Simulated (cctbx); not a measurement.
# Interatomic vectors of SmTiGePt2

Space group P4/nmm (no. 129, origin choice 1), a = 4.3120 Å, b = 4.3120 Å, c = 9.9750 Å, α = 90.00°, β = 90.00°, γ = 90.00°, content Pt4 Sm2 Ge2 Ti2.

The data are simulated with cctbx, not measured: Mo Kα, λ = 0.71073 Å, to d = 0.84 Å, 80 % of the full sphere, strongest reflection 70000 counts, noise from counting, a 6 % proportional error and a noise floor of 4 counts (s.d.); no absorption.

Patterson synthesis, origin scaled to 1000:

```text
Patterson group P 4/m m m
      u       v       w   height  length (A)
  0.000   0.000   0.000   1000.0     0.00
  0.500   0.500   0.500    531.1     5.85
  0.500   0.500   0.000    383.6     3.05
  0.000   0.500   0.380    382.6     4.36
  0.500   0.500   0.123    365.2     3.29
  0.000   0.000   0.369    341.1     3.68
  0.000   0.500   0.255    312.3     3.33
  0.500   0.500   0.244    195.4     3.90
  0.000   0.500   0.128    153.8     2.51
  0.000   0.000   0.500    115.5     4.99
  0.000   0.000   0.237    110.3     2.36
  0.000   0.000   0.131      9.3     1.31
  0.000   0.213   0.084      9.2     1.24
  0.000   0.255   0.441      8.5     4.54
```

Q: Assign the vectors.

A peak at u stands for all pairs with xi − xj = u, with weight Σ ZiZj against Σ Z² = 35040 at the origin. Peak heights follow these weights only roughly, since form factors, motion and series ripples differ, all vectors within 0.55 Å of a peak are counted as merged into it though the farther ones add only part of their weight, and F(000) is left out, which lowers the whole map:

| u | v | w | shortest length (Å) | height | 1000 ΣZiZj/ΣZ² | pairs in the cell |
| --- | --- | --- | --- | --- | --- | --- |
| 0.500 | 0.500 | 0.500 | 5.85 | 531 | 700 | 4 × Pt–Ge, 2 × Sm–Sm, 4 × Pt–Ti |
| 0.500 | 0.500 | 0.000 | 3.05 | 384 | 375 | 2 × Pt–Pt, 2 × Ti–Ti |
| 0.000 | 0.500 | 0.380 | 4.36 | 383 | 387 | 2 × Pt–Pt, 2 × Ge–Ti |
| 0.500 | 0.500 | 0.123 | 3.29 | 365 | 389 | 2 × Pt–Sm, 2 × Sm–Ge |
| 0.000 | 0.000 | 0.369 | 3.68 | 341 | 389 | 2 × Pt–Sm, 2 × Sm–Ge |
| 0.000 | 0.500 | 0.255 | 3.33 | 312 | 354 | 2 × Pt–Sm, 2 × Sm–Ti |
| 0.500 | 0.500 | 0.244 | 3.90 | 195 | 203 | 1 × Pt–Pt, 1 × Ge–Ge |
| 0.000 | 0.500 | 0.128 | 2.51 | 154 | 240 | 2 × Pt–Ge, 2 × Pt–Ti |
| 0.000 | 0.000 | 0.500 | 4.99 | 116 | 196 | 4 × Pt–Ti |
| 0.000 | 0.000 | 0.237 | 2.36 | 110 | 142 | 2 × Pt–Ge |

The table stops at ten peaks or at a height of 45, below which ripples compete. In the model behind the data Pt, the heaviest element, has 2 independent sites: (1/2, 0, 0.3780) and (0, 0, 0), up to an allowed shift of origin; the Pt–Pt vectors are differences of these positions and their symmetry mates. The whole model:

```
atom  mult.    x  y       z  Ueq (Å²)
 Pt1      2  1/2  0  0.3780    0.0099
 Pt2      2    0  0       0    0.0114
 Sm1      2  1/2  0  0.7437    0.0106
 Ge1      2  1/2  0  0.1296    0.0195
 Ti1      2    0  0     1/2    0.0206
```

The model was made for the exercise: a known structure type with other elements put in, its volume estimated, not relaxed; displacement parameters are assumed.

[Logs are printed without paths, hosts, clocks, repeated set-up lines and the standing remarks that a program may print on its own settings, such as how far it seeks lower states.]
